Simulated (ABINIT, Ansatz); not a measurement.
# Al2O3 (Corundum): one start, several treatments of the self-energy, part 2 of 2

How much does the gap of Al2O3 (Corundum) depend on the approximation to the self-energy?

ABINIT 10.8.3; PBE and many-body steps on it, plane waves. Known limits of the many-body steps: not at the basis limit; coarse k mesh.

So far. Step 5 (G0W0, Hybertsen-Louie plasmon pole): Against G0W0 in ABINIT (2×2×2 mesh, 80 bands, screening to 114.3 eV, Godby-Needs plasmon pole), the gap moves by +0.101 eV. Step 6 (G0W0, von der Linden-Horsch plasmon pole): Against G0W0 in ABINIT (2×2×2 mesh, 80 bands, screening to 114.3 eV, Godby-Needs plasmon pole), the gap moves by +0.021 eV.

## (7) One-shot Hartree-Fock

This step: one-shot Hartree-Fock on PBE, plane waves, norm-conserving pseudopotentials.

Input file run.abi:

```
acell 3*1.0 Angstrom
rprim 
  2.380249999995 1.374237978213 4.331866666707
  -2.380249999995 1.374237978213 4.331866666707
  -0.000000000000 -2.748475956495 4.331866666685
ntypat 2
znucl 13 8
natom 10
typat 1 1 1 1 2 2 2 2 2 2
xred 
  0.352160000000 0.352160000000 0.352160000000
  0.147840000000 0.147840000000 0.147840000000
  0.647840000000 0.647840000000 0.647840000000
  0.852160000000 0.852160000000 0.852160000000
  0.556680000000 0.943320000000 0.250000000000
  0.250000000000 0.556680000000 0.943320000000
  0.943320000000 0.250000000000 0.556680000000
  0.443320000000 0.056680000000 0.750000000000
  0.750000000000 0.443320000000 0.056680000000
  0.056680000000 0.750000000000 0.443320000000
pp_dirpath "pseudos"
pseudos "Al.upf, O.upf"
ecut 36
ngkpt 2 2 2
nshiftk 1
shiftk 0 0 0
kptopt 1
chksymbreak 0
istwfk *1
occopt 1
irdwfk 1
optdriver 4
nband 28
gwcalctyp 5
ecutsigx 36
symsigma 1
nkptgw 1
kptgw 
  0.0000000000 0.0000000000 0.0000000000
bdgw 
  22 26
ixc_sigma 40
fftgw 31
indata_prefix "in"
outdata_prefix "out"
tmpdata_prefix "tmp"
```

Run with:

```
OMP_NUM_THREADS=1 mpirun -n 4 abinit run.abi > log
```

Numbers of over 12 decimals in the logs are rounded to 6 here.

The log of the run:

```text
.Version 10.8.3 of ABINIT. v10.8.2 released Aug 2026.

 Symmetries : space group R-3 c (#167); Bravais hR (rhombohedral)
[... echo of the input left out ...]
== DATASET  1 ==================================================================
-   mpi_nproc: 4, omp_nthreads: 1 (-1 if OMP is not activated)

--- !DatasetInfo
iteration_state: {dtset: 1, }
dimensions: {natom: 10, nkpt: 4, mband: 28, nsppol: 1, nspinor: 1, nspden: 1, mpw: 5936, }
cutoff_energies: {ecut:  36.0, pawecutdg:  -1.0, }
[...]
24   5.182 -20.399 -25.232   0.000   1.000   0.000 -25.232  -4.833   0.349
       25  11.448 -13.775  -8.656   0.000   1.000   0.000  -8.656   5.119  16.567
       26  14.369 -11.418  -5.974   0.000   1.000   0.000  -5.974   5.444  19.813

== END DATASET(S) ==============================================================
================================================================================

 -outvars: echo values of variables after computation  --------
           etotal      0.0000000000E+00
            nband          28
             nkpt           4
          spgroup         167
 [... the other variables as echoed above ...]

 Calculation completed.
```

Elapsed: 2.3 s, on 4 MPI ranks of Arm Neoverse V2, shared host; peak memory 0.18 GiB.

This step gave:

```yaml
quasiparticle_gap_on_the_points_computed: 16.22 eV
starting_gap_on_the_mesh: 6.266 eV
k_of_the_valence_top: 0, 0, 0
k_of_the_conduction_bottom: 0, 0, 0
least_direct_quasiparticle_gap_on_the_computed_points: 16.22 eV
```

Against G0W0 in ABINIT (2×2×2 mesh, 80 bands, screening to 114.3 eV, Godby-Needs plasmon pole), the gap moves by +7.839 eV.

## (8) Screening, 2×2×2 mesh, 80 bands, screening to 114.3 eV

This step: RPA screening on PBE, plane waves, norm-conserving pseudopotentials.

run.abi, as its differences from that of step 7:

```diff
@@ -31,14 +31,14 @@
 irdwfk 1
-optdriver 4
-nband 28
-gwcalctyp 5
-ecutsigx 36
-symsigma 1
-nkptgw 1
-kptgw 
-  0.0000000000 0.0000000000 0.0000000000
-bdgw 
-  22 26
-ixc_sigma 40
-fftgw 31
+optdriver 3
+nband 80
+ecuteps 4.2
+inclvkb 2
+awtr 1
+symchi 1
+gwcalctyp 2
+nfreqre 16
+freqremax 40 eV
+nfreqim 8
+spmeth 1
+nomegasf 120
 indata_prefix "in"
```

The log of the run:

```text
.Version 10.8.3 of ABINIT. v10.8.2 released Aug 2026.

 Symmetries : space group R-3 c (#167); Bravais hR (rhombohedral)
[... echo of the input left out ...]
== DATASET  1 ==================================================================
-   mpi_nproc: 4, omp_nthreads: 1 (-1 if OMP is not activated)

--- !DatasetInfo
iteration_state: {dtset: 1, }
dimensions: {natom: 10, nkpt: 4, mband: 80, nsppol: 1, nspinor: 1, nspden: 1, mpw: 5936, }
cutoff_energies: {ecut:  36.0, pawecutdg:  -1.0, }
electrons: {nelect:   4.80000000E+01, charge:   0.00000000E+00, occopt:   1.00000000E+00, tsmear:   1.00000000E-02, }

 SCREENING: Calculation of the susceptibility and dielectric matrices

 Based on a program developped by R.W. Godby, V. Olevano, G. Onida, and L. Reining.
 Incorporated in ABINIT by V. Olevano, G.-M. Rignanese, and M. Torrent.
.Using double precision arithmetic ; gwpc =  8

[... cell and pseudopotentials left out ...]
--------------------------------------------------------------------------------

 ==== K-mesh for the wavefunctions ====
 Number of points in the irreducible wedge :     4
[... list of points left out ...]
 Together with 12 symmetry operations and time-reversal symmetry
 yields     8 points in the full Brillouin Zone.

 ==== Q-mesh for the screening function ====
 Number of points in the irreducible wedge :     4
[... list of points left out ...]
 Together with 12 symmetry operations and time-reversal symmetry
 yields     8 points in the full Brillouin Zone.

 setmesh: FFT mesh size selected  =    36x   36x   36
          total number of points  =        46656

 vcoul_init : cutoff-mode = AUXILIARY_FUNCTION
 q-points for optical limit:   1
     1)      0.000010    0.000020    0.000030

- screening: taking advantage of time-reversal symmetry
- Maximum band index for partially occupied states nbvw = 24
- Remaining bands to be divided among processors   nbcw = 56
- Number of bands treated by each node ~14

 Number of electrons calculated from density =   48.0000; Expected =   48.0000
 average of density, n =  0.083663
 r_s =    1.4184
 omega_plasma =   27.9012 [eV]

 calculating chi0 at frequencies [eV] :
  1    0.000000E+00    0.000000E+00
  2    2.666667E+00    0.000000E+00
  3    5.333333E+00    0.000000E+00
[...]
23    0.000000E+00    7.105944E+01
 24    0.000000E+00    1.000525E+02

--------------------------------------------------------------------------------
  q-point number  1        q = ( 0.000000, 0.000000, 0.000000) [r.l.u.]
--------------------------------------------------------------------------------
[... chi0 elements left out ...]
  [... further frequencies ...]

 No. of calculated frequencies >  15, stop printing
 For q-point:  0.000010 0.000020 0.000030
  dielectric constant =   3.1191
  dielectric constant without local fields =   3.3081

  Average fulfillment of the sum rule on Im[epsilon] for q-point    1 :     38.70  [%]
[... wings left out ...]
  q-point number  2        q = ( 0.500000, 0.000000, 0.000000) [r.l.u.]
--------------------------------------------------------------------------------
[... chi0 elements left out ...]
  [... further frequencies ...]

 No. of calculated frequencies >  15, stop printing
  Average fulfillment of the sum rule on Im[epsilon] for q-point    2 :     47.21  [%]

 [... 2 further q-points ...]
```

Run time: 18 s. Hardware: 4 MPI ranks; peak memory 1.3 GiB.

This step gave:

```
ε∞ with local fields, on this mesh, along the program's q direction : 3.119
the same without local fields                                       : 3.308
plasma frequency                                                    : 27.90 eV
plane waves in the screening matrix                                 : 235
```

## (9) G0W0, contour deformation

This step: G0W0 on PBE, plane waves, norm-conserving pseudopotentials.

run.abi, as its differences from that of step 8:

```diff
@@ -31,14 +31,14 @@
 irdwfk 1
-optdriver 3
+optdriver 4
 nband 80
+gwcalctyp 2
+ecutsigx 36
+symsigma 1
+nkptgw 1
+kptgw 
+  0.0000000000 0.0000000000 0.0000000000
+bdgw 
+  22 26
 ecuteps 4.2
-inclvkb 2
-awtr 1
-symchi 1
-gwcalctyp 2
-nfreqre 16
-freqremax 40 eV
-nfreqim 8
-spmeth 1
-nomegasf 120
+irdscr 1
 indata_prefix "in"
```

The log of the run:

```text
.Version 10.8.3 of ABINIT. v10.8.2 released Aug 2026.

 Symmetries : space group R-3 c (#167); Bravais hR (rhombohedral)
[... echo of the input left out ...]
== DATASET  1 ==================================================================
-   mpi_nproc: 4, omp_nthreads: 1 (-1 if OMP is not activated)

--- !DatasetInfo
iteration_state: {dtset: 1, }
dimensions: {natom: 10, nkpt: 4, mband: 80, nsppol: 1, nspinor: 1, nspden: 1, mpw: 5936, }
cutoff_energies: {ecut:  36.0, pawecutdg:  -1.0, }
[...]
23   5.137 -20.469 -25.362   4.482   0.820  -0.219 -20.806  -0.337   4.800
[...]
26  14.369 -11.418  -5.974  -3.318   0.866  -0.155  -9.576   1.841  16.211
       26   0.000   0.000   0.000  -0.000   0.000   0.000  -0.000  -0.000  -0.000

== END DATASET(S) ==============================================================
================================================================================

 -outvars: echo values of variables after computation  --------
           etotal      0.0000000000E+00
            nband          80
             nkpt           4
          spgroup         167
 [... the other variables as echoed above ...]

 Calculation completed.
```

Wall time 3.1 s (4 MPI ranks); peak memory 0.55 GiB.

This step gave:

* G0W0 gap on the points computed: 8.391 eV
* starting gap on the mesh: 6.266 eV
* k of the valence top: 0, 0, 0
* k of the conduction bottom: 0, 0, 0
* least direct G0W0 gap on the computed points: 8.391 eV

Against G0W0 in ABINIT (2×2×2 mesh, 80 bands, screening to 114.3 eV, Godby-Needs plasmon pole), the gap moves by +0.012 eV.

## (10) Side by side

Times are wall times on 4 MPI ranks of Arm Neoverse V2, shared host, good to a factor of about two. A run's time includes the screening step that it read.

```
                                     run   mesh  bands  screening cutoff (eV)  DFT gap (eV)  gap on the mesh (eV)  direct (eV)  ε∞ used   time
          G0W0, Godby-Needs plasmon pole  2×2×2     80                  114.3         6.266                 8.379        8.379     3.10   18 s
      G0W0, Hybertsen-Louie plasmon pole  2×2×2     80                  114.3         6.266                 8.480        8.480     3.10   18 s
G0W0, von der Linden-Horsch plasmon pole  2×2×2     80                  114.3         6.266                 8.400        8.400     3.10   18 s
                   one-shot Hartree-Fock  2×2×2      -                      -         6.266                16.218       16.218        -  2.3 s
               G0W0, contour deformation  2×2×2     80                  114.3         6.266                 8.391        8.391     3.12   21 s
```

## (11) Outcome

```
G0W0, Godby-Needs plasmon pole           : 8.379 eV
G0W0, Hybertsen-Louie plasmon pole       : 8.480 eV
G0W0, von der Linden-Horsch plasmon pole : 8.400 eV
one-shot Hartree-Fock                    : 16.218 eV
G0W0, contour deformation                : 8.391 eV
known limits                             : not at the basis limit; coarse k mesh
```

G0W0, Hybertsen-Louie plasmon pole: +0.101 eV against G0W0, Godby-Needs plasmon pole. G0W0, von der Linden-Horsch plasmon pole: +0.021 eV against G0W0, Godby-Needs plasmon pole. One-shot Hartree-Fock: +7.839 eV against G0W0, Godby-Needs plasmon pole. G0W0, contour deformation: +0.012 eV against G0W0, Godby-Needs plasmon pole. Bare exchange alone opens the gap to 16.22 eV; against G0W0, correlation takes back 7.84 eV. Against experiment, by G0W0, Godby-Needs plasmon pole: the gap of 8.38 eV lies −0.32 eV from the measured 8.7 eV (optical, quoted 2018). An exciton line or allowed optical edge lies below the quasiparticle gap by the binding energy; a forbidden edge can push the onset above it. These are gaps on the mesh, at modest bands and cutoff. The calculation has static nuclei and no excitons; a measured gap holds zero-point and thermal motion, which mostly lowers it. Bands and cutoff are finite, so the gap is not at the basis limit. The miss can reach some tenths of an eV and take either sign; the mesh is an error of its own. In the first G0W0 run levels were corrected at 1 k point alone, so a gap called «on the mesh» is the least over those, and an edge elsewhere would be missed. The 2×2×2 mesh is coarse for this cell, which bears on the long-range parts of exchange and screening.

[Paths, hosts, dates, memory and timing lines, banners, echoed tables and standing remarks are left out of the program output.]

[Logs are printed without paths, hosts, clocks, repeated set-up lines and the standing remarks that a program may print on its own settings, such as how far it seeks lower states.]

[Runs of the session that timed out or met a known fault of the program may be left out.]

[No measured gap is set beside runs whose start may be inverted or whose files or cutoffs have a known fault.]

[Hosts, paths, dates, database ids (printed as entryN), source tags and the programs' standing remarks are cut or masked in the printed files.]

[G0W0 gaps are taken among the corrected bands and points alone; a level outside them can change the order at an edge.]

[Where Ansatz stands beside ABINIT at settings called matched, ABINIT's density can come from a denser mesh and the files from another edition; pairs whose starting gaps differed by over 0.03 eV were left out, so agreement reads better than it is.]
